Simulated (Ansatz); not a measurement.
# LiMgIO: relaxing a made-up structure

This structure for LiMgIO is made up. Its elements were placed in a known structure type with a cell scaled to their sizes. What cell does the guess relax to, and how far off was it?

Main program and level: Ansatz 0.2.0; DFT, PBE, plane-wave PAW, files of the set soft_1, scalar-relativistic, no spin, cell and ions relaxed at zero pressure; PAW set soft_1, in the first sound run; inputs show where later runs differ.

## Step 1: The structure

The structure is tetragonal, space group P4/mmm (No. 123). Conventional cell: a = 3.476 Å, b = 3.476 Å, c = 6.135 Å, α = 90.00°, β = 90.00°, γ = 90.00°. I has 4 Li at 2.46 Å and 2 Mg at 3.07 Å nearest. Mg has 4 O at 2.46 Å and 2 I at 3.07 Å nearest. O has 4 Mg at 2.46 Å nearest. Nearest to Li lie 4 I at 2.46 Å. Farther neighbours and most contacts between anions are not listed.

## Step 2: Relaxation of the guess

The guess takes its coordinates from another compound and its volume from a rule, so the cell and any free coordinates are relaxed together.

Contents of input.yaml:

```yaml
crystal:
  lattice:
    - [3.476, 0.0, 0.0]
    - [0.0, 3.476, 0.0]
    - [0.0, 0.0, 6.135]
  atoms:
    - { symbol: I, position: [0.0, 0.0, 0.5] }
    - { symbol: Mg, position: [0.0, 0.0, 0.0] }
    - { symbol: O, position: [0.5, 0.5, 0.0] }
    - { symbol: Li, position: [0.5, 0.5, 0.5] }
kpoints:
  mp_grid: { grid: [8, 8, 5] }
scf:
  occupations: { method: fermi_dirac, width: 0.05 }
hamiltonian:
  xc: pbe
  pseudopotentials: { kind: paw, azcp: { folder: soft_1 } }
relax:
  f_tol: 0.015
  max_steps: 70
  cell: {}
output:
  forces: true
  stress: true
```

The run is started by

```bash
ansatz run input.yaml --threads 4 --pin off --max-ram 8192MiB --backend cpu --events-out ev --progress --plain --runs-dir out
```

Numbers of over 12 decimals in the logs are rounded to 6 here.

Output:

```text
Engine: ansatz 0.2.0, aarch64-unknown-linux-gnu
Pseudopotentials: kind: paw
Pseudopotential: I, paw, valence charge 17, recommended cutoff 420 eV (normal), soft_1/I.paw.azcp
Pseudopotential: Mg, paw, valence charge 10, recommended cutoff 420 eV (normal), soft_1/Mg.paw.azcp
Pseudopotential: O, paw, valence charge 6, recommended cutoff 420 eV (normal), soft_1/O.paw.azcp
Pseudopotential: Li, paw, valence charge 3, recommended cutoff 420 eV (normal), soft_1/Li.paw.azcp
Functional definition: PBE
  parameter kappa = 0.804
  parameter beta = 0.066725
  exchange = pbe_x(kappa = kappa, mu = beta*pi^2/3)
  correlation = pbe_c(beta = beta)
Crystal: 4 atoms, lattice volume = 74.127 Å³
Basis set: ecut = 420 eV, 1441 PW (Γ), exchange–correlation on 48×48×90 points (8 copies of the dense FFT grid, shifted against one another)
Bands: 22, of which v1, the nominal top of the filled ones, is band 18 counted from 1 (17 counted from 0)
Symmetry: 16 space group operations
Space group: P4/mmm (ITA 123), of the structure as read, at distance tolerance 4.2e-5 Å
k-points: 45 of 320
Non-local potential: I, projectors of the file, l = 0: 2, l = 1: 2, l = 2: 2, l = 3: 1
Non-local potential: Mg, projectors of the file, l = 0: 3, l = 1: 2, l = 2: 1
Non-local potential: O, projectors of the file, l = 0: 2, l = 1: 2, l = 2: 1
Non-local potential: Li, projectors of the file, l = 0: 3, l = 1: 2, l = 2: 1
PAW form: soft (Blöchl's): semilocal exchange-correlation on the pseudo side does not see the compensation charge
PAW one-centre angular grid: I, 590 points (default); XC on 64 Gauss nodes
PAW one-centre angular grid: Mg, 110 points (default); XC on 64 Gauss nodes
PAW one-centre angular grid: O, 110 points (default); XC on 64 Gauss nodes
PAW one-centre angular grid: Li, 110 points (default); XC on 96 Gauss nodes
Initial density: superposition of atomic densities (chi_scale 0.1, normalization cell, long waves kept (reshape's long-wave potential 0.01 eV rms))
Initial wavefunctions: pseudopotential atomic-orbital guess
Functional: x = pbe(κ = 0.804, μ = 0.219515), c = pbe(β = 0.066725)
SCF iter   1: F=—  HF=-10211.112762 eV  |F-HF|=—  |Δ(HF+E_count)|=         —  Δρ=5.83e-2  dr2=1.57e0  ethr=3.10e-3  ⟨swp⟩=7.1  Hψ=5567  notcnv=0
preconditioner: auto → none  [insulator: Δε(μ)=0.576 eV  Ē_g=10.223 eV  σ=0.050 eV  W_gap=0.99  n_scr=16 (ndim 8)  ℏωp=17.3 eV  f_vac=0.000  D(μ)=0.00/eV (n_scr^D=0)  ε∞_Penn≈3.8]
SCF iter   2: F=—  HF=-10210.696778 eV  |F-HF|=—  |Δ(HF+E_count)|=   4.16e-1  Δρ=1.92e-2  dr2=1.82e-1  ethr=3.10e-3  ⟨swp⟩=2.9  Hψ=2097  notcnv=0
SCF iter   3: F=—  HF=-10210.720071 eV  |F-HF|=—  |Δ(HF+E_count)|=   2.33e-2  Δρ=3.76e-3  dr2=7.86e-3  ethr=5.05e-4  ⟨swp⟩=2.8  Hψ=1721  notcnv=0  defer=1
SCF iter   4: F=—  HF=-10210.726612 eV  |F-HF|=—  |Δ(HF+E_count)|=   6.54e-3  Δρ=8.41e-4  dr2=6.56e-4  ethr=2.18e-5  ⟨swp⟩=2.1  Hψ=1982  notcnv=0
SCF iter   5: F=—  HF=-10210.726600 eV  |F-HF|=—  |Δ(HF+E_count)|=   1.19e-5  Δρ=1.28e-4  dr2=1.72e-5  ethr=1.82e-6  ⟨swp⟩=2.0  Hψ=1334  notcnv=0
SCF iter   6: F=—  HF=-10210.726573 eV  |F-HF|=—  |Δ(HF+E_count)|=   2.70e-5  Δρ=2.02e-5  dr2=2.64e-7  ethr=4.77e-8  ⟨swp⟩=2.0  Hψ=1288  notcnv=0
SCF iter   7: F=-10210.726573 eV  HF=-10210.726573 eV  |F-HF|=3.34e-9  |Δ(HF+E_count)|=   4.56e-8  Δρ=4.00e-6  dr2=6.97e-9  ethr=2.78e-10  ⟨swp⟩=5.0  Hψ=3883  notcnv=0
SCF 1 converged in 7 iterations: F = -10210.726573 eV  dr2 = 6.97e-9
  greatest PAW one-centre occupation: 1.000 electrons in one spin orbital (limit 2), on the Mg atom at site 1 (counted from 0), in its partial waves of l = 0
relax step   1: F+E_penalty+E_count = -10210.72657280 eV  Δ(F+E_penalty+E_count) = +0.000e0 eV  max|allowed force component| = 3.826e-29 eV/Å  Δτ_max = 0.0000 Å  P = +0.011 GPa  Ω = 74.127 Å³  (7 SCF iters, dr2 threshold 1.00e-7 eV, accepted)
Crystal: 4 atoms, lattice volume = 72.071 Å³
Basis set: ecut = 420 eV, 1399 PW (Γ), exchange–correlation on 48×48×90 points (8 copies of the dense FFT grid, shifted against one another)
Initial density: handed on by an earlier stage of this run
Initial wavefunctions: those handed on with the density
iter 1 solved again at ethr=1.39e-5 eV; its pass at ethr=3.10e-3 eV (dr2=5.00e-3 eV) is discarded
SCF iter   1: F=—  HF=-10210.754527 eV  |F-HF|=—  |Δ(HF+E_count)|=         —  Δρ=2.56e-3  dr2=5.34e-3  ethr=1.39e-5  ⟨swp⟩=2.1  Hψ=6662  notcnv=0
preconditioner: auto → none  [insulator: Δε(μ)=1.190 eV  Ē_g=10.631 eV  σ=0.050 eV  W_gap=1.00  n_scr=16 (ndim 8)  ℏωp=17.5 eV  f_vac=0.000  D(μ)=0.00/eV (n_scr^D=0)  ε∞_Penn≈3.7]
SCF iter   2: F=—  HF=-10210.753354 eV  |F-HF|=—  |Δ(HF+E_count)|=   1.17e-3  Δρ=1.02e-3  dr2=4.99e-4  ethr=1.39e-5  ⟨swp⟩=2.0  Hψ=1395  notcnv=0
SCF iter   3: F=—  HF=-10210.753436 eV  |F-HF|=—  |Δ(HF+E_count)|=   8.11e-5  Δρ=2.93e-4  dr2=3.18e-5  ethr=1.39e-6  ⟨swp⟩=2.1  Hψ=1243  notcnv=0
SCF iter   4: F=—  HF=-10210.753459 eV  |F-HF|=—  |Δ(HF+E_count)|=   2.33e-5  Δρ=3.84e-5  dr2=1.02e-6  ethr=8.83e-8  ⟨swp⟩=2.0  Hψ=1308  notcnv=0
iter 5 did not close the SCF: its close was put off for the readings that it lacked (scf_convergence_deferred on its scf_iter line)
SCF iter   5: F=-10210.753459 eV  HF=-10210.753459 eV  |F-HF|=4.18e-11  |Δ(HF+E_count)|=   2.51e-7  Δρ=4.89e-6  dr2=1.97e-8  ethr=2.82e-9  ⟨swp⟩=2.2  Hψ=1524  notcnv=0
SCF iter   6: F=-10210.753459 eV  HF=-10210.753459 eV  |F-HF|=7.86e-10  |Δ(HF+E_count)|=   8.52e-9  Δρ=1.28e-6  dr2=1.15e-9  ethr=5.48e-11  ⟨swp⟩=2.0  Hψ=3622  notcnv=0
SCF 2 converged in 6 iterations: F = -10210.753459 eV  dr2 = 1.15e-9
relax step   2: F+E_penalty+E_count = -10210.75345906 eV  Δ(F+E_penalty+E_count) = -2.689e-2 eV  max|allowed force component| = 5.608e-30 eV/Å  Δτ_max = 0.0000 Å  P = +0.314 GPa  Ω = 72.071 Å³  energy of the carried Pulay correction = +1.450e-3 eV  (6 SCF iters, dr2 threshold 4.00e-7 eV, accepted)
Crystal: 4 atoms, lattice volume = 72.073 Å³
Basis set: ecut = 420 eV, 1415 PW (Γ), exchange–correlation on 48×48×90 points (8 copies of the dense FFT grid, shifted against one another)
iter 1 solved again at ethr=2.73e-6 eV; its pass at ethr=3.10e-3 eV (dr2=9.83e-4 eV) is discarded
SCF iter   1: F=—  HF=-10210.755827 eV  |F-HF|=—  |Δ(HF+E_count)|=         —  Δρ=9.83e-4  dr2=9.43e-4  ethr=2.73e-6  ⟨swp⟩=2.0  Hψ=6614  notcnv=0
preconditioner: auto → none  [insulator: Δε(μ)=1.209 eV  Ē_g=10.630 eV  σ=0.050 eV  W_gap=1.00  n_scr=16 (ndim 8)  ℏωp=17.5 eV  f_vac=0.000  D(μ)=0.00/eV (n_scr^D=0)  ε∞_Penn≈3.7]
SCF iter   2: F=—  HF=-10210.755583 eV  |F-HF|=—  |Δ(HF+E_count)|=   2.45e-4  Δρ=4.00e-4  dr2=1.04e-4  ethr=2.62e-6  ⟨swp⟩=2.0  Hψ=1207  notcnv=0
SCF iter   3: F=—  HF=-10210.755595 eV  |F-HF|=—  |Δ(HF+E_count)|=   1.23e-5  Δρ=9.84e-5  dr2=4.12e-6  ethr=2.89e-7  ⟨swp⟩=2.0  Hψ=1282  notcnv=0
iter 4 did not close the SCF: its close was put off for the readings that it lacked (scf_convergence_deferred on its scf_iter line)
SCF iter   4: F=-10210.755597 eV  HF=-10210.755597 eV  |F-HF|=1.71e-8  |Δ(HF+E_count)|=   2.05e-6  Δρ=1.42e-5  dr2=1.01e-7  ethr=1.15e-8  ⟨swp⟩=2.0  Hψ=1338  notcnv=0
iter 5 did not close the SCF: its close was put off for the readings that it lacked (scf_convergence_deferred on its scf_iter line)
SCF iter   5: F=-10210.755597 eV  HF=-10210.755597 eV  |F-HF|=3.24e-10  |Δ(HF+E_count)|=   4.60e-8  Δρ=1.80e-6  dr2=1.33e-9  ethr=2.81e-10  ⟨swp⟩=2.0  Hψ=1732  notcnv=0
SCF iter   6: F=-10210.755597 eV  HF=-10210.755597 eV  |F-HF|=4.73e-11  |Δ(HF+E_count)|=  6.91e-10  Δρ=4.70e-7  dr2=1.23e-10  ethr=3.69e-12  ⟨swp⟩=1.0  Hψ=2889  notcnv=0
SCF 3 converged in 6 iterations: F = -10210.755597 eV  dr2 = 1.23e-10
relax step   3: F+E_penalty+E_count = -10210.75559707 eV  Δ(F+E_penalty+E_count) = -2.138e-3 eV  max|allowed force component| = 1.923e-29 eV/Å  Δτ_max = 0.0000 Å  P = -0.082 GPa  Ω = 72.073 Å³  energy of the carried Pulay correction = +1.498e-3 eV  (6 SCF iters, dr2 threshold 4.00e-7 eV, accepted)
Crystal: 4 atoms, lattice volume = 72.098 Å³
iter 1 solved again at ethr=6.53e-8 eV; its pass at ethr=3.10e-3 eV (dr2=2.35e-5 eV) is discarded
SCF iter   1: F=—  HF=-10210.755768 eV  |F-HF|=—  |Δ(HF+E_count)|=         —  Δρ=2.31e-4  dr2=5.22e-5  ethr=6.53e-8  ⟨swp⟩=3.1  Hψ=6190  notcnv=0
eigensolver tolerance schedule calibrated: the retry pair's looser diagonalisation under-reported the residual by θ = 0.55 (0.12/decade); ethr = c·dr2/N_el runs at the constant in force after the calibration composes with the one it found (an armed cap, an earlier calibration), c = 7.2e-2
preconditioner: auto → none  [insulator: Δε(μ)=1.223 eV  Ē_g=10.635 eV  σ=0.050 eV  W_gap=1.00  n_scr=16 (ndim 8)  ℏωp=17.5 eV  f_vac=0.000  D(μ)=0.00/eV (n_scr^D=0)  ε∞_Penn≈3.7]
SCF iter   2: F=—  HF=-10210.755763 eV  |F-HF|=—  |Δ(HF+E_count)|=   5.20e-6  Δρ=9.35e-5  dr2=5.50e-6  ethr=6.53e-8  ⟨swp⟩=2.0  Hψ=1309  notcnv=0
SCF iter   3: F=—  HF=-10210.755763 eV  |F-HF|=—  |Δ(HF+E_count)|=   2.08e-7  Δρ=2.46e-5  dr2=2.64e-7  ethr=1.11e-8  ⟨swp⟩=2.0  Hψ=1299  notcnv=0
iter 4 did not close the SCF: its close was put off for the readings that it lacked (scf_convergence_deferred on its scf_iter line)
SCF iter   4: F=-10210.755763 eV  HF=-10210.755763 eV  |F-HF|=2.91e-11  |Δ(HF+E_count)|=   1.13e-7  Δρ=4.18e-6  dr2=8.81e-9  ethr=5.31e-10  ⟨swp⟩=2.2  Hψ=1484  notcnv=0
iter 5 did not close the SCF: its close was put off for the readings that it lacked (scf_convergence_deferred on its scf_iter line)
SCF iter   5: F=-10210.755763 eV  HF=-10210.755763 eV  |F-HF|=2.18e-11  |Δ(HF+E_count)|=   2.38e-9  Δρ=4.96e-7  dr2=1.01e-10  ethr=1.77e-11  ⟨swp⟩=2.0  Hψ=1726  notcnv=0
SCF iter   6: F=-10210.755763 eV  HF=-10210.755763 eV  |F-HF|=5.46e-12  |Δ(HF+E_count)|=  5.09e-11  Δρ=1.37e-7  dr2=8.64e-12  ethr=1.00e-12  ⟨swp⟩=1.0  Hψ=2901  notcnv=0
SCF 4 converged in 6 iterations: F = -10210.755763 eV  dr2 = 8.64e-12
relax step   4: F+E_penalty+E_count = -10210.75576346 eV  Δ(F+E_penalty+E_count) = -1.664e-4 eV  max|allowed force component| = 2.653e-29 eV/Å  Δτ_max = 0.0000 Å  P = -0.012 GPa  Ω = 72.098 Å³  energy of the carried Pulay correction = +1.471e-3 eV  (6 SCF iters, dr2 threshold 8.54e-8 eV, accepted)
Basis set: ecut = 420 eV, 1415 PW (Γ), exchange–correlation on 48×48×80 points (8 copies of the dense FFT grid, shifted against one another)
Initial wavefunctions: pseudopotential atomic-orbital guess (no wavefunctions were taken with the density)
iter 1 solved again at ethr=6.47e-7 eV; its pass at ethr=3.10e-3 eV (dr2=2.33e-4 eV) is discarded
SCF iter   1: F=—  HF=-10210.754806 eV  |F-HF|=—  |Δ(HF+E_count)|=         —  Δρ=1.98e-4  dr2=1.60e-6  ethr=6.47e-7  ⟨swp⟩=3.1  Hψ=7828  notcnv=0
preconditioner: auto → none  [insulator: Δε(μ)=1.221 eV  Ē_g=10.634 eV  σ=0.050 eV  W_gap=1.00  n_scr=16 (ndim 8)  ℏωp=17.5 eV  f_vac=0.000  D(μ)=0.00/eV (n_scr^D=0)  ε∞_Penn≈3.7]
SCF iter   2: F=—  HF=-10210.754989 eV  |F-HF|=—  |Δ(HF+E_count)|=   1.84e-4  Δρ=9.76e-5  dr2=3.56e-7  ethr=4.44e-9  ⟨swp⟩=2.5  Hψ=1822  notcnv=0
SCF iter   3: F=—  HF=-10210.755049 eV  |F-HF|=—  |Δ(HF+E_count)|=   5.97e-5  Δρ=8.62e-6  dr2=1.21e-8  ethr=9.90e-10  ⟨swp⟩=2.0  Hψ=1804  notcnv=0
SCF iter   4: F=—  HF=-10210.755049 eV  |F-HF|=—  |Δ(HF+E_count)|=   2.32e-7  Δρ=1.87e-6  dr2=7.50e-10  ethr=3.37e-11  ⟨swp⟩=2.0  Hψ=1800  notcnv=0
iter 5 did not close the SCF: its close was put off for the readings that it lacked (scf_convergence_deferred on its scf_iter line)
SCF iter   5: F=-10210.755049 eV  HF=-10210.755049 eV  |F-HF|=2.55e-11  |Δ(HF+E_count)|=   6.11e-9  Δρ=2.08e-7  dr2=1.20e-11  ethr=2.08e-12  ⟨swp⟩=2.0  Hψ=1805  notcnv=0
SCF iter   6: F=-10210.755049 eV  HF=-10210.755049 eV  |F-HF|=3.64e-12  |Δ(HF+E_count)|=  3.27e-11  Δρ=5.65e-8  dr2=1.58e-12  ethr=1.00e-12  ⟨swp⟩=3.0  Hψ=3709  notcnv=0
SCF 5 converged in 6 iterations: F = -10210.755049 eV  dr2 = 1.58e-12
relax step   5: F+E_penalty+E_count = -10210.75504894 eV  Δ(F+E_penalty+E_count) = +7.145e-4 eV  max|allowed force component| = 2.909e-29 eV/Å  Δτ_max = 0.0000 Å  P = -0.031 GPa  Ω = 72.098 Å³  stress off target by 7.53e-2 GPa  SCF on the basis re-selected at this cell (its energy is not comparable with the rows above)  (6 SCF iters)
basis re-selected at this cell: Δ(F+E_penalty+E_count) = +7.145e-4 eV, ΔP = -0.019 GPa vs the last step (what re-selecting the basis moved, of the pressure what is left beyond the Pulay correction that the steps carried, after the strain that the cell walked since its last selection, with what the two solves' SCF thresholds leave and, on support functions, any second-order correction that the steps lacked; it is no measure of the basis error at this ecutwfc). The dense FFT grid was sized anew with the basis: this SCF ran on 24×24×40 points, the steps before it on 24×24×45, so part of this shift can come from that change (see relax.cell in the input reference). [rest of the remark cut]
Crystal: 4 atoms, lattice volume = 72.016 Å³
iter 1 solved again at ethr=1.05e-8 eV; its pass at ethr=3.10e-3 eV (dr2=3.78e-6 eV) is discarded
SCF iter   1: F=—  HF=-10210.755128 eV  |F-HF|=—  |Δ(HF+E_count)|=         —  Δρ=8.00e-5  dr2=5.13e-6  ethr=1.05e-8  ⟨swp⟩=3.1  Hψ=6180  notcnv=0
preconditioner: auto → none  [insulator: Δε(μ)=1.221 eV  Ē_g=10.638 eV  σ=0.050 eV  W_gap=1.00  n_scr=16 (ndim 8)  ℏωp=17.5 eV  f_vac=0.000  D(μ)=0.00/eV (n_scr^D=0)  ε∞_Penn≈3.7]
SCF iter   2: F=—  HF=-10210.755126 eV  |F-HF|=—  |Δ(HF+E_count)|=   1.36e-6  Δρ=3.39e-5  dr2=5.95e-7  ethr=1.05e-8  ⟨swp⟩=2.0  Hψ=1800  notcnv=0
SCF iter   3: F=—  HF=-10210.755126 eV  |F-HF|=—  |Δ(HF+E_count)|=   9.29e-8  Δρ=8.80e-6  dr2=2.76e-8  ethr=1.65e-9  ⟨swp⟩=2.2  Hψ=1382  notcnv=0
iter 4 did not close the SCF: its close was put off for the readings that it lacked (scf_convergence_deferred on its scf_iter line)
SCF iter   4: F=-10210.755127 eV  HF=-10210.755127 eV  |F-HF|=2.35e-10  |Δ(HF+E_count)|=   2.01e-8  Δρ=1.46e-6  dr2=1.38e-9  ethr=7.68e-11  ⟨swp⟩=2.0  Hψ=1474  notcnv=0
iter 5 did not close the SCF: its close was put off for the readings that it lacked (scf_convergence_deferred on its scf_iter line)
SCF iter   5: F=-10210.755127 eV  HF=-10210.755127 eV  |F-HF|=1.09e-11  |Δ(HF+E_count)|=  3.04e-10  Δρ=2.16e-7  dr2=3.94e-11  ethr=3.82e-12  ⟨swp⟩=2.0  Hψ=1543  notcnv=0
SCF iter   6: F=-10210.755127 eV  HF=-10210.755127 eV  |F-HF|=1.82e-12  |Δ(HF+E_count)|=  2.55e-11  Δρ=3.85e-8  dr2=8.06e-13  ethr=1.00e-12  ⟨swp⟩=2.0  Hψ=2503  notcnv=0
SCF 6 converged in 6 iterations: F = -10210.755127 eV  dr2 = 8.06e-13
relax step   6: F+E_penalty+E_count = -10210.75512650 eV  Δ(F+E_penalty+E_count) = -7.756e-5 eV  max|allowed force component| = 9.984e-31 eV/Å  Δτ_max = 0.0000 Å  P = +0.001 GPa  Ω = 72.016 Å³  energy of the carried Pulay correction = +5.626e-5 eV  (6 SCF iters, dr2 threshold 1.42e-8 eV, accepted)
iter 1 solved again at ethr=6.11e-7 eV; its pass at ethr=3.10e-3 eV (dr2=2.20e-4 eV) is discarded
SCF iter   1: F=—  HF=-10210.755082 eV  |F-HF|=—  |Δ(HF+E_count)|=         —  Δρ=7.64e-6  dr2=1.38e-8  ethr=6.11e-7  ⟨swp⟩=3.0  Hψ=7829  notcnv=0
eigensolver tolerance schedule: the retry pair's looser diagonalisation over-reported the residual by 15959.90 of it (diagonalisation noise at an unbounded share of the residual, at the tolerance the schedule requests for it); recorded, not acted on — ethr = c·dr2/N_el stays at c = 1.0e-1
preconditioner: auto → none  [insulator: Δε(μ)=1.223 eV  Ē_g=10.638 eV  σ=0.050 eV  W_gap=1.00  n_scr=16 (ndim 8)  ℏωp=17.5 eV  f_vac=0.000  D(μ)=0.00/eV (n_scr^D=0)  ε∞_Penn≈3.7]
SCF iter   2: F=—  HF=-10210.755080 eV  |F-HF|=—  |Δ(HF+E_count)|=   2.26e-6  Δρ=4.54e-6  dr2=5.54e-9  ethr=3.83e-11  ⟨swp⟩=4.0  Hψ=2788  notcnv=0
SCF iter   3: F=—  HF=-10210.755080 eV  |F-HF|=—  |Δ(HF+E_count)|=   1.31e-9  Δρ=2.83e-6  dr2=1.93e-9  ethr=1.54e-11  ⟨swp⟩=2.0  Hψ=1469  notcnv=0
SCF iter   4: F=—  HF=-10210.755080 eV  |F-HF|=—  |Δ(HF+E_count)|=   1.56e-9  Δρ=4.39e-7  dr2=4.94e-11  ethr=5.37e-12  ⟨swp⟩=2.0  Hψ=1802  notcnv=0
iter 5 did not close the SCF: its close was put off for the readings that it lacked (scf_convergence_deferred on its scf_iter line)
SCF iter   5: F=-10210.755080 eV  HF=-10210.755080 eV  |F-HF|=3.64e-12  |Δ(HF+E_count)|=  7.28e-12  Δρ=1.62e-7  dr2=7.65e-12  ethr=1.00e-12  ⟨swp⟩=1.0  Hψ=990  notcnv=0
SCF iter   6: F=-10210.755080 eV  HF=-10210.755080 eV  |F-HF|=3.64e-12  |Δ(HF+E_count)|=    0.00e0  Δρ=1.07e-7  dr2=3.30e-12  ethr=1.00e-12  ⟨swp⟩=3.0  Hψ=3332  notcnv=0
SCF 7 converged in 6 iterations: F = -10210.755080 eV  dr2 = 3.30e-12
relax step   7: F+E_penalty+E_count = -10210.75507961 eV  Δ(F+E_penalty+E_count) = +4.689e-5 eV  max|allowed force component| = 1.183e-30 eV/Å  Δτ_max = 0.0000 Å  P = +0.000 GPa  Ω = 72.016 Å³  stress off target by 3.30e-3 GPa  SCF on the basis re-selected at this cell (its energy is not comparable with the rows above)  (6 SCF iters)
basis re-selected at this cell: Δ(F+E_penalty+E_count) = +4.689e-5 eV, ΔP = -0.001 GPa vs the last step (what re-selecting the basis moved, of the pressure what is left beyond the Pulay correction that the steps carried, after the strain that the cell walked since its last selection, with what the two solves' SCF thresholds leave and, on support functions, any second-order correction that the steps lacked; it is no m [...]
SCF converged after 6 iterations
Free energy (F): -10210.755080 eV
Harris-Foulkes:  -10210.755080 eV  (|F-HF|=3.64e-12)
Internal energy: -10210.755080 eV  (E = F + TS)
E sigma→0 (E₀):  -10210.755080 eV
Entropy (-TS):   -0.000000 eV (-0.000 meV/atom)
Fermi energy:    6.990092 eV
--- Per-component energies (eV) ---
  E_band       = -800.107287
  E_kinetic    = 413.815880
  E_local      = -4106.046137  (includes V_loc(G=0)·N_el)
  E_nonlocal   = 345.664493
  E_hartree    = 1617.149199
  E_xc         = -215.807121
  E_vxc        = -249.266504  (∫ρ·V_xc dr)
  E_paw        = -5274.075396  (= ΣΔE_a)
  E_vpaw       = -438.571738  (= ΣTr[D̂ρ^β])
  E_aug_tail   = -0.001724  (compensation charges beyond the density's cutoff)
  E_ewald      = -2991.454273
  E_smearing   = -0.000000  (= −TS)
  E_closure    = 0.000000  (closes the sum)
  Σ components = -10210.755080   (vs F -10210.755080, Δ=0.00e0)
--- Forces (eV/Å), atoms counted from 1 ---
  atom   1  I      0.00000000    -0.00000000     0.00000000
  atom   2  Mg     0.00000000    -0.00000000     0.00000000
  atom   3  O     -0.00000000    -0.00000000     0.00000000
  atom   4  Li     0.00000000     0.00000000     0.00000000
  max |Σ_I F_I| component: 1.73e-30 eV/Å
--- Stress (GPa, compression-positive) ---
        0.002315       0.000000       0.000000
        0.000000       0.002315       0.000000
        0.000000       0.000000      -0.003300
  P = ⅓ Tr σ = 0.0004 GPa (0.004 kbar)
--- Relaxed structure (5 steps of the walk, 5 accepted, 2 SCFs on fresh bases) ---
  F+E_penalty+E_count = -10210.75507961 eV   max|allowed force component| = 1.183e-30 eV/Å   (the final SCF, on the basis selected at the relaxed cell)
  cell:  # Å, volume = 72.0162 Å³
    - [3.512287, 0, 0.0]
    - [0, 3.512287, 0.0]
    - [0.0, 0.0, 5.837812]
  atoms:
    - { symbol: I, position: [0, 0, 0.5] }
    - { symbol: Mg, position: [0, 0, 0.0] }
    - { symbol: O, position: [0.5, 0.5, 0.0] }
    - { symbol: Li, position: [0.5, 0.5, 0.5] }
```

It took 8.6 s on 4 threads of Arm Neoverse V1, shared host; peak memory 0.42 GiB; 29 s of CPU time.

[end of part 1 of 2]

[Logs are printed without paths, hosts, clocks, repeated set-up lines and the standing remarks that a program may print on its own settings, such as how far it seeks lower states.]

[Hosts, paths, dates, database ids (printed as entryN), source tags and the programs' standing remarks are cut or masked in the printed files.]
